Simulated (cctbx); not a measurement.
## Interatomic vectors of TiClF

Space group P4/nmm (no. 129, origin choice 1), a = 3.6750 Å, b = 3.6750 Å, c = 6.5730 Å, α = 90.00°, β = 90.00°, γ = 90.00°, content Ti2 Cl2 F2.

Simulated single-crystal data (cctbx): Mo Kα, λ = 0.71073 Å, to d = 0.84 Å, 70 % of the full sphere, strongest reflection 5000 counts, noise from counting, a 1.5 % proportional error and a noise floor of 8 counts (s.d.); no absorption, some extinction.

Patterson synthesis from sharpened amplitudes, origin scaled to 1000:

```text
Patterson group P 4/m m m
      u       v       w   height  length (A)
  0.000   0.000   0.000   1000.0     0.00
  0.500   0.500   0.148    397.4     2.78
  0.000   0.000   0.431    393.9     2.83
  0.500   0.500   0.408    245.7     3.73
  0.000   0.500   0.208    141.9     2.29
  0.000   0.500   0.364     97.8     3.02
  0.306   0.500   0.000     50.9     2.15
  0.264   0.264   0.415     40.2     3.05
  0.000   0.226   0.130     32.5     1.19
  0.214   0.214   0.089     30.8     1.25
  0.000   0.000   0.198     30.6     1.30
  0.000   0.308   0.500     26.9     3.48
  0.287   0.287   0.220     25.9     2.08
  0.162   0.162   0.289     23.9     2.08
```

**Question.** Which atom pairs make the peaks, and where is the heaviest atom?

A peak at u stands for all pairs with xi − xj = u, with weight Σ ZiZj against Σ Z² = 1708 at the origin. Peak heights follow these weights only roughly, since form factors, motion and series ripples differ, all vectors within 0.55 Å of a peak are counted as merged into it though the farther ones add only part of their weight, and F(000) is left out, which lowers the whole map:

| u | v | w | shortest length (Å) | height | 1000 ΣZiZj/ΣZ² | pairs in the cell |
| --- | --- | --- | --- | --- | --- | --- |
| 0.500 | 0.500 | 0.148 | 2.77 | 397 | 438 | 2 × Ti–Cl |
| 0.000 | 0.000 | 0.431 | 2.83 | 394 | 438 | 2 × Ti–Cl |
| 0.500 | 0.500 | 0.408 | 3.73 | 246 | 283 | 1 × Ti–Ti |
| 0.000 | 0.500 | 0.208 | 2.29 | 142 | 232 | 2 × Ti–F |
| 0.000 | 0.500 | 0.364 | 3.02 | 98 | 179 | 2 × Cl–F |
| 0.306 | 0.500 | 0.000 | 2.15 | 51 | 0 | none within 0.55 Å |

The table stops at ten peaks or at a height of 45, below which ripples compete. In the model behind the data Ti, the heaviest element, has 1 independent site: (1/2, 0, 0.7946), up to an allowed shift of origin; the Ti–Ti vectors are differences of these positions and their symmetry mates. The whole model:

```csv
atom,mult.,x,y,z,Ueq (Å²)
Ti1,2,1/2,0,0.7946,0.0173
Cl1,2,1/2,0,0.3560,0.0239
F1,2,1/2,1/2,0,0.0468
```

The model was made for the exercise: a known structure type with other elements put in, its volume estimated, not relaxed; displacement parameters are assumed.

[Logs are printed without paths, hosts, clocks, repeated set-up lines and the standing remarks that a program may print on its own settings, such as how far it seeks lower states.]
